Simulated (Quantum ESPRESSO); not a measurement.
## Magnetic state of FeO (Wuestite) from several starts

A self-consistent run ends on one state, which hangs on the start. Several orders of FeO (Wuestite) are started in Quantum ESPRESSO and their energies compared.

Method: LDA with U = 4.5 eV on Fe d (ortho-atomic projectors); plane waves with GBRV 1.5 LDA potentials, no spin-orbit coupling, in Quantum ESPRESSO 7.5.

Report form: the programs' logs are mostly left out.

The database entry behind the starting cell differs from later determinations by our own check (inexact against later determinations), so it need not match the best structure at ambient conditions.

### Step 1. Set-up

Symmetry: Fm-3m, No. 225, cubic system. The conventional cell has a = 4.311 Å, b = 4.311 Å, c = 4.311 Å, α = 90.00°, β = 90.00°, γ = 90.00°. Nearest to Fe lie 6 O at 2.16 Å. Nearest to O lie 6 Fe at 2.16 Å. Farther neighbours and most contacts between anions are not listed.

The cell comes from the Crystallography Open Database.

### Step 2. Run 1 (ferro +)

The signs are those of the starting moments on the seeded atoms, the atoms that are given a moment.

pw.in

```
&CONTROL
  calculation = 'scf'
  prefix = 'pwscf'
  outdir = './tmp'
  pseudo_dir = './pseudo'
  disk_io = 'nowf'
/
&SYSTEM
  ibrav = 0
  celldm(1) = 8
  nat = 2
  ntyp = 2
  ecutwfc = 40
  ecutrho = 280
  nbnd = 20
  occupations = 'smearing'
  smearing = 'fd'
  degauss = 0.00367493
  nspin = 2
  starting_magnetization(1) = 0.25
  starting_magnetization(2) = 0
/
&ELECTRONS
  conv_thr = 4d-09
  electron_maxstep = 150
  mixing_beta = 0.3
/
ATOMIC_SPECIES
Fe     55.8450 fe_lda_v1.5.uspp.F.UPF
O      15.9990 o_lda_v1.2.uspp.F.UPF
CELL_PARAMETERS alat
   0.0000000000000    0.5091394611273    0.5091394611273
   0.5091394611273    0.0000000000000    0.5091394611273
   0.5091394611273    0.5091394611273    0.0000000000000
ATOMIC_POSITIONS crystal
Fe      0.0000000000    0.0000000000    0.0000000000
O       0.5000000000    0.5000000000    0.5000000000
K_POINTS automatic
8 8 8 0 0 0
HUBBARD {ortho-atomic}
U Fe-3d 4.5000
```

The run is started by

```bash
OMP_NUM_THREADS=1 mpirun -n 4 pw.x -nk 4 -in pw.in > pw.out
```

Wall time 4.1 s (4 MPI ranks of Intel Xeon Platinum 8488C (Sapphire Rapids), shared host); peak memory 0.29 GiB; 15 s of CPU time.

Spin moment in the atom's sphere by atom:

```tsv
atom	spin moment in the atom's sphere (μB)
Fe1	3.56
O2	0.24
```

Read from the output:

```yaml
smearing_term_ts: 0.01192 eV
magnetization: 4.004 μB
absolute_magnetization: 4.029 μB
final_state: ferromagnetic
```

### Step 3. Start 2: antiferro q=(0,1/2,1/2) +−

The cell is doubled to 4 atoms to hold this order. The wavevector q is in fractions of the reciprocal vectors of the crystal's primitive cell, as the cells of these inputs are built from it; moments change sign between cells as cos(2π q·R).

pw.in

```
&CONTROL
  calculation = 'scf'
  prefix = 'pwscf'
  outdir = './tmp'
  pseudo_dir = './pseudo'
  disk_io = 'nowf'
/
&SYSTEM
  ibrav = 0
  celldm(1) = 8
  nat = 4
  ntyp = 3
  ecutwfc = 40
  ecutrho = 280
  nbnd = 31
  occupations = 'smearing'
  smearing = 'fd'
  degauss = 0.00367493
  nspin = 2
  starting_magnetization(1) = 0.25
  starting_magnetization(2) = -0.25
  starting_magnetization(3) = 0
/
&ELECTRONS
  conv_thr = 8d-09
  electron_maxstep = 150
  mixing_beta = 0.3
/
ATOMIC_SPECIES
Fe1    55.8450 fe_lda_v1.5.uspp.F.UPF
Fe2    55.8450 fe_lda_v1.5.uspp.F.UPF
O      15.9990 o_lda_v1.2.uspp.F.UPF
CELL_PARAMETERS alat
   0.0000000000000    0.5091394611273    0.5091394611273
   1.0182789222546    0.0000000000000    1.0182789222546
   1.0182789222546    0.5091394611273    0.5091394611273
ATOMIC_POSITIONS crystal
Fe1     0.0000000000    0.0000000000    0.0000000000
Fe2     0.0000000000    0.5000000000    0.0000000000
O       0.5000000000    0.0000000000    0.5000000000
O       0.5000000000    0.5000000000    0.5000000000
K_POINTS automatic
8 4 8 0 0 0
HUBBARD {ortho-atomic}
U Fe1-3d 4.5000
U Fe2-3d 4.5000
```

Elapsed: 39 s, on 4 MPI ranks; peak memory 0.42 GiB.

Spin moment in the atom's sphere by atom:

```tsv
atom	spin moment in the atom's sphere (μB)
Fe1	3.51
Fe2	-3.54
O3	-0.09
O4	0.09
```

This step gave:

```
smearing term TS       : 0.04635 eV
magnetization          : -0.028 μB
absolute magnetization : 7.713 μB
final state            : antiferromagnetic
```

### Step 4. Run 3 (antiferro q=(0,0,1/2) +−)

This order needs a doubled cell of 4 atoms.

Changes to pw.in since step 3:

```diff
@@ -34,11 +34,11 @@
    0.0000000000000    0.5091394611273    0.5091394611273
-   1.0182789222546    0.0000000000000    1.0182789222546
-   1.0182789222546    0.5091394611273    0.5091394611273
+   0.5091394611273    0.0000000000000    0.5091394611273
+   1.0182789222546    1.0182789222546    0.0000000000000
 ATOMIC_POSITIONS crystal
 Fe1     0.0000000000    0.0000000000    0.0000000000
-Fe2     0.0000000000    0.5000000000    0.0000000000
-O       0.5000000000    0.0000000000    0.5000000000
-O       0.5000000000    0.5000000000    0.5000000000
+Fe2     0.0000000000    0.0000000000    0.5000000000
+O       0.5000000000    0.5000000000    0.2500000000
+O       0.5000000000    0.5000000000    0.7500000000
 K_POINTS automatic
-8 4 8 0 0 0
+8 8 4 0 0 0
 HUBBARD {ortho-atomic}
```

Elapsed: 14 s, on 4 MPI ranks; peak memory 0.4 GiB.

Spin moment in the atom's sphere by atom:

```tsv
atom	spin moment in the atom's sphere (μB)
Fe1	3.47
Fe2	-3.47
O3	0.00
O4	0.00
```

Numbers from this step:

```yaml
smearing_term_ts: 0.02402 eV
magnetization: 0 μB
absolute_magnetization: 7.492 μB
final_state: antiferromagnetic
```

### Step 5. The states side by side

An order is kept where moments of 0.15 μB or more survive with the typed signs; meshes match where a doubled cell samples the same k points as the first cell.

Orders:

```tsv
start	final state	typed order kept	energy over the lowest (meV a seeded atom)	largest site moment (μB)	net moment (μB a cell of the first run)	mesh matched	CPU time (s)
ferro +	ferromagnetic	yes	9.475	3.562	4.004	yes	15.33
antiferro q=(0,1/2,1/2) +-	antiferromagnetic	yes	288.2	3.536	0.01389	yes	154.3
antiferro q=(0,0,1/2) +-	antiferromagnetic	yes	0	3.473	0	yes	54.18
```

### Step 6. Fillings of the first corrected shells

```tsv
start	type	spin	occupation numbers
ferro +	Fe	up	0.988 0.988 0.988 0.993 0.993
ferro +	Fe	down	0.100 0.100 0.330 0.330 0.330
antiferro q=(0,1/2,1/2) +-	Fe1	up	0.986 0.986 0.988 0.991 0.992
antiferro q=(0,1/2,1/2) +-	Fe1	down	0.091 0.095 0.296 0.366 0.366
antiferro q=(0,1/2,1/2) +-	Fe2	up	0.093 0.096 0.328 0.339 0.339
antiferro q=(0,1/2,1/2) +-	Fe2	down	0.987 0.987 0.988 0.991 0.992
antiferro q=(0,0,1/2) +-	Fe1	up	0.985 0.985 0.988 0.989 0.989
antiferro q=(0,0,1/2) +-	Fe1	down	0.051 0.105 0.105 0.484 0.484
antiferro q=(0,0,1/2) +-	Fe2	up	0.051 0.105 0.105 0.484 0.484
antiferro q=(0,0,1/2) +-	Fe2	down	0.985 0.985 0.988 0.989 0.989
```

### Step 7. Outcome

```
moments, largest by run                         : 3.56, 3.54, 3.47 μB
spread of the energies of the runs with moments : 288 meV a seeded atom
```

What this shows: Under a U these runs seem to end in unlike orbital states: the fillings of their corrected shells differ, or their energies lie too far apart for exchange alone. The differences are then no exchange energies, and the ranking says little of the magnetic order. Seeding all runs from one set of occupation matrices is the usual remedy. The smearing term is large for its width, so states at the Fermi level are partly filled: at this level the cell is a metal or has a gap of a few widths at most. Degenerate orbitals of a corrected shell are partly filled. Whether a state of lower symmetry lies under this one was not tested; under a U it often does.

[Logs and program files are shortened in this print: banners, set-up blocks, solver, clock and traceback lines can be left out without a mark of their own.]

[Logs are printed without paths, hosts, clocks, repeated set-up lines and the standing remarks that a program may print on its own settings, such as how far it seeks lower states.]

[Hosts, paths, dates, database ids (printed as entryN), source tags and the programs' standing remarks are cut or masked in the printed files.]

[Where a cell is said to come from a database of computed structures, the database is the Materials Project.]
